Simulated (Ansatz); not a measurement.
## Lattice dynamics of CuI (Marshite, F-43m)

Wanted: phonon frequencies of CuI (Marshite, F-43m) and what follows from them.

Calculated with Ansatz 0.2.0; DFT LDA, scalar-relativistic, plane waves, PseudoDojo norm-conserving pseudopotentials.

The experiments to compare with:

For CuI, zinc blende (gamma) (solution-grown single crystal, (111) facets), “Determination of acoustic phonon anharmonicities via second-order Raman scattering in CuI” (2023, arxiv:2305.18931) gives, by X-ray diffraction: lattice constant a (cubic lattice constant) 6.053 ± 0.003 Å [measurement temperature not stated, presumably room temperature]; Raman mode (TO at Gamma) 133.3 cm⁻¹ at 10 K [the paper's Table II gives 132.2 cm-1 for the same TO mode at 9 K].

This is a report of a sequence of runs, with most program output left out.

The database entry behind the starting cell differs from later determinations by our own check (about 0.15 % long (mineral sample)), so it need not match the best structure at ambient conditions.

In doubt: a PseudoDojo file used here is known to give poor structures and forces, which bears on pressures, cells, forces and phonons.

### Step 1. The structure

The structure is cubic, space group F-43m (No. 216). Conventional cell: a = 6.063 Å, b = 6.063 Å, c = 6.063 Å, α = 90.00°, β = 90.00°, γ = 90.00°. Nearest to Cu lie 4 I at 2.63 Å. Nearest to I lie 4 Cu at 2.63 Å. Farther neighbours and most contacts between anions are not listed.

### Step 2. Relaxation

The cell and atoms are relaxed, since residual forces and stress would shift the frequencies.

Contents of input.yaml:

```yaml
crystal:
  lattice:
    - [0.0, 3.0315, 3.0315]
    - [3.0315, 0.0, 3.0315]
    - [3.0315, 3.0315, 0.0]
  atoms:
    - { symbol: Cu, position: [0.25, 0.25, 0.25] }
    - { symbol: I, position: [0.0, 0.0, 0.0] }
kpoints:
  mp_grid: { grid: [8, 8, 8] }
hamiltonian:
  xc: lda
  pseudopotentials: { kind: nc, accuracy: standard }
scf:
  occupations: { method: gaussian, width: 0.02 }
output:
  forces: true
  stress: true
  eigenvalues: true
  write_density: true
  write_potential: true
  elf: true
  volumetric_format: npy
relax:
  adjacent_minimum: "off"
  f_tol: 0.005
  max_steps: 80
  cell: { stress_tol: 0.05 }
```

On the command line:

```
$ ansatz run input.yaml --threads 4 --pin off --max-ram 10240MiB --backend cpu --events-out ev --progress --plain --runs-dir out
```

Wall time 13 s (4 threads of Arm Neoverse V2, shared host); peak memory 0.48 GiB; 49 s of CPU time.

The steps of the relaxation:

```csv
step,energy less that of the first step (eV),largest force component (eV/Å),pressure (GPa),volume (Å³)
1,0.0000,0.0000,-4.60,55.72
2,-0.0898,0.0000,0.28,49.88
3,-0.0900,0.0000,-0.07,50.18
4,-0.0900,0.0000,0.00,50.12
5*,-0.0898,0.0000,-0.01,50.12
```

Relaxation steps marked * repeat the geometry before them on a plane-wave basis chosen anew for their cell, so energy and pressure can jump there.

The run keeps the 24 symmetry operations that it works with, so distortions that break them were not tested.

```csv
"conventional cell, symmetrised",before,after,change
a (Å),6.063,5.853,-3.5 %
b (Å),6.063,5.853,-3.5 %
c (Å),6.063,5.853,-3.5 %
volume (Å³/atom),27.86,25.06,-10.0 %
```

The relaxed structure:

```
Cu I
1.0
     0.00000    2.92644    2.92644
     2.92644    0.00000    2.92644
     2.92644    2.92644    0.00000
Cu I
1 1
Direct
  0.25000 0.25000 0.25000
  0.00000 0.00000 0.00000
```

This step gave:

| Quantity | Value |
| --- | --- |
| pressure | -0.01176 GPa |
| gap on the k-mesh | 1.209 eV |
| volume per atom | 25.06 Å³ |
| direct gap on mesh | 1.209 eV |

Valence density in the ac plane of a cell with a along [110], b along [-110] and c along [001] of the cube at fractional y = 0.000, with atoms of Cu and I within 0.2 Å of it. It is the smooth field of the valence electrons, not physical close to the nuclei.

Ten steps, logarithmic in the rise over the least value, from '0' (0 e/Å³) to '9' (25 e/Å³), each cell a mean:
```
12221111222012211111221
22222332222222222322222
22225885222222237873222
11127997211111159994111
00127996200000148984100
00013663100000025642000
00001111000000011211000
00000000000000000000000
00000000000000000000000
00000000000000000000000
00000000000000000000000
00000000000000000000000
11100000011111000000011
22110000112222100000122
12210000122122210001222
01221001221012210001221
```
Columns run along a (8.3 Å), rows up along c (5.9 Å), edges of the conventional cell, whose origin can differ from the input's. Atoms in or near the plane, at fractional coordinates: Cu at (0.75, 0.75), Cu at (0.25, 0.75), I at (0.50, 0.00), I at (0.00, 0.00).

Electrostatic potential energy in the ac plane of a cell with a along [110], b along [-110] and c along [001] of the cube at fractional y = 0.000, with atoms of Cu and I within 0.2 Å of it. With pseudopotentials it is smooth inside the atoms' cores, unlike the true potential.

Ten even steps from '0' (-90 eV) to '9' (12 eV), each cell a mean:
```
02699999862014899999841
46899889985447898889874
88997337998888985358988
99984004899999971017999
99985005899999972028999
99998668999999997679999
99999999999999999999999
99999999999999999999999
99999999999999999999999
99999999999999999999999
99999999999999999999999
99999999999999999999999
99999999999999999999999
67899999987678999999987
24799999974236899999862
02689999861004899999740
```
Columns run along a (8.3 Å; values clipped at the 3rd and 97th percentile), rows up along c (5.9 Å), edges of the conventional cell, whose origin can differ from the input's. Atoms in or near the plane, at fractional coordinates: Cu at (0.75, 0.75), Cu at (0.25, 0.75), I at (0.50, 0.00), I at (0.00, 0.00).

ELF in the ac plane of a cell with a along [110], b along [-110] and c along [001] of the cube at fractional y = 0.000, with atoms of Cu and I within 0.2 Å of it. It is the smooth field of the valence electrons, not physical close to the nuclei.

Ten even steps from '0' (0.01) to '9' (0.84), each cell a mean:
```
15983114895128962126982
79952222599789732223898
99623763269998425752489
76326666236775237573257
32226775222332237673223
01123553211001124542110
00111111110000111111100
00011111100000011111000
00000110000000001100000
00000000000000000000000
11000000001110000000001
54200000024543100000134
98630001368987520002578
99962002699999841014899
47984114897359962026985
03995115993017973137971
```
Columns run along a (8.3 Å), rows up along c (5.9 Å), edges of the conventional cell, whose origin can differ from the input's. Atoms in or near the plane, at fractional coordinates: Cu at (0.75, 0.75), Cu at (0.25, 0.75), I at (0.50, 0.00), I at (0.00, 0.00).

In this step the volume went from 27.86 to 25.06 Å³/atom.

### Step 3. Relaxation

The relaxation is repeated from its end on the same settings, as a check that it has come to rest.

input.yaml, as its differences from that of step 2:

```diff
@@ -2,5 +2,5 @@
   lattice:
-    - [0.0, 3.0315, 3.0315]
-    - [3.0315, 0.0, 3.0315]
-    - [3.0315, 3.0315, 0.0]
+    - [0.0, 2.9264385021, 2.9264385021]
+    - [2.9264385021, 0.0, 2.9264385021]
+    - [2.9264385021, 2.9264385021, 0.0]
   atoms:
```

Wall time 4.2 s (4 threads); peak memory 0.45 GiB.

Little changed from the start: no atom moved by 0.005 Å and no cell edge by 0.1 %.

This step gave:

```yaml
pressure: -0.01175 GPa
```

In this step the volume went from 25.06 to 25.06 Å³/atom.

### Step 4. Relaxing to small forces for the phonons, k-mesh 8×8×8

Phonons need a cell at rest on their own settings, so the relaxation is repeated with tight tolerances on forces and stress, using the mesh and the filling of the phonon run that follows.

input.yaml, as its differences from that of step 3:

```diff
@@ -14,3 +14,3 @@
 scf:
-  occupations: { method: gaussian, width: 0.02 }
+  occupations: { method: fixed }
 output:
@@ -25,4 +25,4 @@
   adjacent_minimum: "off"
-  f_tol: 0.005
-  max_steps: 80
-  cell: { stress_tol: 0.05 }
+  f_tol: 0.001
+  max_steps: 60
+  cell: { stress_tol: 0.01 }
```

It took 6.3 s on 4 threads; peak memory 0.45 GiB; 24 s of CPU time.

Little changed from the start: no atom moved by 0.005 Å and no cell edge by 0.1 %.

Numbers from this step:

| Property | Result |
| --- | --- |
| pressure | -8.80e-4 GPa |

ELF in the ac plane of a cell with a along [110], b along [-110] and c along [001] of the cube at fractional y = 0.000, with atoms of Cu and I within 0.2 Å of it. It is the smooth field of the valence electrons, not physical close to the nuclei.

Values, 9 rows by 16 columns, each cell a mean:
```
0.36 0.79 0.58 0.21 0.18 0.42 0.81 0.50 0.36 0.79 0.58 0.21 0.18 0.42 0.81 0.50
0.78 0.62 0.25 0.51 0.56 0.28 0.48 0.77 0.78 0.62 0.25 0.51 0.56 0.28 0.48 0.77
0.31 0.22 0.24 0.59 0.59 0.35 0.20 0.29 0.31 0.22 0.24 0.59 0.59 0.35 0.20 0.29
0.04 0.10 0.17 0.21 0.23 0.18 0.13 0.05 0.04 0.10 0.17 0.21 0.23 0.18 0.13 0.05
0.01 0.03 0.08 0.13 0.13 0.10 0.05 0.02 0.01 0.03 0.08 0.13 0.13 0.10 0.05 0.02
0.06 0.03 0.03 0.04 0.04 0.03 0.03 0.05 0.06 0.03 0.03 0.04 0.04 0.03 0.03 0.05
0.46 0.31 0.10 0.02 0.01 0.06 0.24 0.43 0.46 0.31 0.10 0.02 0.01 0.06 0.24 0.43
0.78 0.76 0.49 0.10 0.05 0.35 0.71 0.79 0.78 0.76 0.49 0.10 0.05 0.35 0.71 0.79
0.17 0.71 0.71 0.25 0.16 0.58 0.80 0.31 0.17 0.71 0.71 0.25 0.16 0.58 0.80 0.31
```
Columns run along a (8.3 Å), rows up along c (5.9 Å), edges of the conventional cell, whose origin can differ from the input's. Atoms in or near the plane, at fractional coordinates: Cu at (0.75, 0.75), Cu at (0.25, 0.75), I at (0.50, 0.00), I at (0.00, 0.00).

Valence density in the ac plane of a cell with a along [110], b along [-110] and c along [001] of the cube at fractional y = 0.000, with atoms of Cu and I within 0.2 Å of it. It is the smooth field of the valence electrons, not physical close to the nuclei.

Ten steps, logarithmic in the rise over the least value, from '0' (0 e/Å³) to '9' (25 e/Å³), each cell a mean:
```
12221111222012211111221
22222332222222222322222
22225885222222237873222
11127997211111159994111
00127996200000148984100
00013663100000025642000
00001111000000011211000
00000000000000000000000
00000000000000000000000
00000000000000000000000
00000000000000000000000
00000000000000000000000
11100000011111000000011
22110000112222100000122
12210000122122210001222
01221001221012210001221
```
Columns run along a (8.3 Å), rows up along c (5.9 Å), edges of the conventional cell, whose origin can differ from the input's. Atoms in or near the plane, at fractional coordinates: Cu at (0.75, 0.75), Cu at (0.25, 0.75), I at (0.50, 0.00), I at (0.00, 0.00).

Electrostatic potential energy in the ac plane of a cell with a along [110], b along [-110] and c along [001] of the cube at fractional y = 0.000, with atoms of Cu and I within 0.2 Å of it. With pseudopotentials it is smooth inside the atoms' cores, unlike the true potential.

Ten even steps from '_' (-90 eV) to '@' (12 eV), each cell a mean:
```
__::**@@@@@@@@@@%%**::__..==%%@@@@@@@@@@%%==..
==**%%@@@@%%%%@@@@%%++====##%%@@%%%%%%@@%%##==
%%%%@@@@##----##@@@@%%%%%%%%@@%%++--++%%@@%%%%
@@@@@@%%==____==%%@@@@@@@@@@@@##..__..##@@@@@@
@@@@@@%%++____++%%@@@@@@@@@@@@##::__::%%@@@@@@
@@@@@@@@%%****%%@@@@@@@@@@@@@@@@##**##@@@@@@@@
@@@@@@@@@@@@@@@@@@@@@@@@@@@@@@@@@@@@@@@@@@@@@@
@@@@@@@@@@@@@@@@@@@@@@@@@@@@@@@@@@@@@@@@@@@@@@
@@@@@@@@@@@@@@@@@@@@@@@@@@@@@@@@@@@@@@@@@@@@@@
@@@@@@@@@@@@@@@@@@@@@@@@@@@@@@@@@@@@@@@@@@@@@@
@@@@@@@@@@@@@@@@@@@@@@@@@@@@@@@@@@@@@@@@@@@@@@
@@@@@@@@@@@@@@@@@@@@@@@@@@@@@@@@@@@@@@@@@@@@@@
@@@@@@@@@@@@@@@@@@@@@@@@@@@@@@@@@@@@@@@@@@@@@@
**##%%@@@@@@@@@@@@%%##**##%%@@@@@@@@@@@@@@%%##
::==##@@@@@@@@@@@@##==::--**%%@@@@@@@@@@%%**::
__::**%%@@@@@@@@%%**..____==%%@@@@@@@@@@##==__
```
Columns run along a (8.3 Å; values clipped at the 3rd and 97th percentile), rows up along c (5.9 Å), edges of the conventional cell, whose origin can differ from the input's. Atoms in or near the plane, at fractional coordinates: Cu at (0.75, 0.75), Cu at (0.25, 0.75), I at (0.50, 0.00), I at (0.00, 0.00).

The forces vanish by symmetry and the pressure is -0.001 GPa, within the tolerances set. The cell now holds 25.06 Å³/atom.

### Step 5. A first phonon run

The phonons are first tried on the mesh that the gap suggested.

input.yaml, the sections that differ from step 4:

```yaml
crystal:
  lattice:
    - [0.0, 2.9262517016, 2.9262517016]
    - [2.9262517016, 0.0, 2.9262517016]
    - [2.9262517016, 2.9262517016, 0.0]
  atoms:
    - { symbol: Cu, position: [0.25, 0.25, 0.25] }
    - { symbol: I, position: [0.0, 0.0, 0.0] }
output:
  eigenvalues: true
phonons:
  method: dfpt
  dielectric: true
  rigid_motions: translations
  raman: true
# kpoints, hamiltonian, scf: as in step 4
# relax: removed
```

Wall time 2.3 min (4 threads); peak memory 1.7 GiB; 8.9 min of CPU time.

Numbers from this step:

```yaml
sum_rule_residual_before_enforcement: 8.11e-5 eV/Å²
miss_of_the_charge_sum_rule: 7.71e-4 e
estimated_error_of_the_dielectric_tensor: 0.02009
estimated_error_of_the_born_charges: 0.02053 e
point_group: -43m
highest_optical_mode_at_the_zone_centre_no_lo_to_term: 156.2 cm⁻¹
lowest_optical_zone_centre_mode: 156.2 cm⁻¹
mean_high_frequency_dielectric_constant: 6.902
largest_born_charge_third_of_the_trace: 0.9568 e
mean_static_dielectric_constant: 7.773
top_of_the_zone_centre_spectrum_with_the_field: 165.7 cm⁻¹
```

The highest optical mode at Γ without the field comes at 156.2 cm⁻¹, but the log warns of the mesh: “the force constants stand on the 8×8×8 k-mesh, whose period is 12.31 times the interband length at k = (0.0000, 0.0000, 0.0000), direct gap 1.209 eV, under 14: take them and everything formed from them as unconverged”.

### Step 6. Relaxing to small forces for the phonons, k-mesh 12×12×12

The k mesh is raised to 12×12×12 since a zone-centre run on the first mesh warned that it was too coarse for the force constants, and the cell is relaxed again on it.

input.yaml, the sections that differ from step 5:

```yaml
kpoints:
  mp_grid: { grid: [12, 12, 12] }
output:
  forces: true
  stress: true
  eigenvalues: true
relax:
  adjacent_minimum: "off"
  f_tol: 0.001
  max_steps: 60
  cell: { stress_tol: 0.01 }
# crystal, hamiltonian, scf: as in step 5
# phonons: removed
```

Wall time 10 s (4 threads); peak memory 0.55 GiB; 41 s of CPU time.

Little changed from the start: no atom moved by 0.005 Å and no cell edge by 0.1 %.

Numbers from this step:

| Property | Result |
| --- | --- |
| pressure | -0.004382 GPa |
| gap on the k-mesh | 1.210 eV |
| direct gap on mesh | 1.210 eV |

The forces vanish by symmetry and the pressure is -0.004 GPa, within the tolerances set. The cell now holds 25.06 Å³/atom.

### Step 7. Zone-centre response

The zone centre comes first: it holds the modes that light can see, as far as symmetry allows. The response to a homogeneous field gives the Born charges and the dielectric tensor, and its change with displacement the Raman tensors.

input.yaml, the sections that differ from step 6:

```yaml
output:
  eigenvalues: true
phonons:
  method: dfpt
  dielectric: true
  rigid_motions: translations
  raman: true
# crystal, kpoints, hamiltonian, scf: as in step 6
# relax: removed
```

Run time: 6 min. Hardware: 4 threads; peak memory 4.3 GiB; 24 min of CPU time.

Numbers from this step:

| Property | Result |
| --- | --- |
| sum-rule residual before enforcement | 8.81e-4 eV/Å² |
| miss of the charge sum rule | 5.55e-4 e |
| estimated error of the dielectric tensor | 0.01996 |
| estimated error of the Born charges | 0.02023 e |
| mean static dielectric constant | 7.772 |
| top of the zone-centre spectrum with the field | 165.8 cm⁻¹ |

Without the LO-TO term. Patterns of degenerate modes are one choice out of their space. Modes at Γ, with each element's share of the kinetic energy:

```csv
mode,frequency (cm⁻¹),symmetry,Cu %,I %
1,0.0,acoustic,33,67
2,0.0,acoustic,33,67
3,0.0,acoustic,33,67
4,156.2,T2,67,33
5,156.2,T2,67,33
6,156.2,T2,67,33
```

Displacements in mode 5 (156.2 cm⁻¹), the largest set to 1:
```
Cu1  1.00  0.00  0.00
I2  -0.50  0.00  0.00
```

Optical modes at the zone centre, without and with the macroscopic field of the longitudinal modes; each column is sorted by frequency, so a row need not hold one and the same mode. Modes with and without the field, by row:

```csv
rank among optical modes,no field (cm⁻¹),"q along (1, 0, 0) (cm⁻¹)"
1,156.2,156.2
2,156.2,156.2
3,156.2,165.8
```

Born charge (rows field, columns displacement) (e), principal values of the symmetric part by kind of site:

```csv
atom,atoms with these values,low,middle,high,mean
Cu1,1,0.9568,0.9568,0.9568,0.9568
I2,1,-0.9568,-0.9568,-0.9568,-0.9568
```

In full for I2:

```
-0.9568  0.0000  0.0000
 0.0000 -0.9568  0.0000
 0.0000  0.0000 -0.9568
```

High-frequency dielectric tensor:

```
6.90 0.00 0.00
0.00 6.90 0.00
0.00 0.00 6.90
```

Static dielectric tensor (ions relaxed, fixed cell):

```
7.77 0.00 0.00
0.00 7.77 0.00
0.00 0.00 7.77
```

Transverse modes. Infrared lines, with heights relative to the strongest:

```csv
position (cm⁻¹),label,relative intensity
156,T2,100
```

Activity x (w_L - w)^4 (n + 1)/w, 532 nm, 300 K; the tensors are static ones, while 532 nm light lies above the computed direct gap, where resonance would change the heights; modes without the macroscopic field alone. Raman lines, with heights relative to the strongest:

```csv
position (cm⁻¹),label,relative intensity
156,T2,100
```

Static second-order susceptibility (pm/V), twice the coefficient d of second-harmonic generation. Second order susceptibility, by row:

```csv
field along,xx,yy,zz,yz,xz,xy
x,0,0,0,11.76,0,0
y,0,0,0,0,11.76,0
z,0,0,0,0,0,11.76
```

Before it was imposed, the acoustic sum rule was missed by 8.8e-4 eV/Å² and the charge sum rule by 5.5e-4 e. Small misses are needed for a sound result but don't prove that mesh and cutoff are converged. Against the first mesh the highest mode moved by +0.0 cm⁻¹. The lowest optical mode is real, 156 cm⁻¹.

(Continued in part 2 of 2.)

[Logs are printed without paths, hosts, clocks, repeated set-up lines and the standing remarks that a program may print on its own settings, such as how far it seeks lower states.]

[Hosts, paths, dates, database ids (printed as entryN), source tags and the programs' standing remarks are cut or masked in the printed files.]
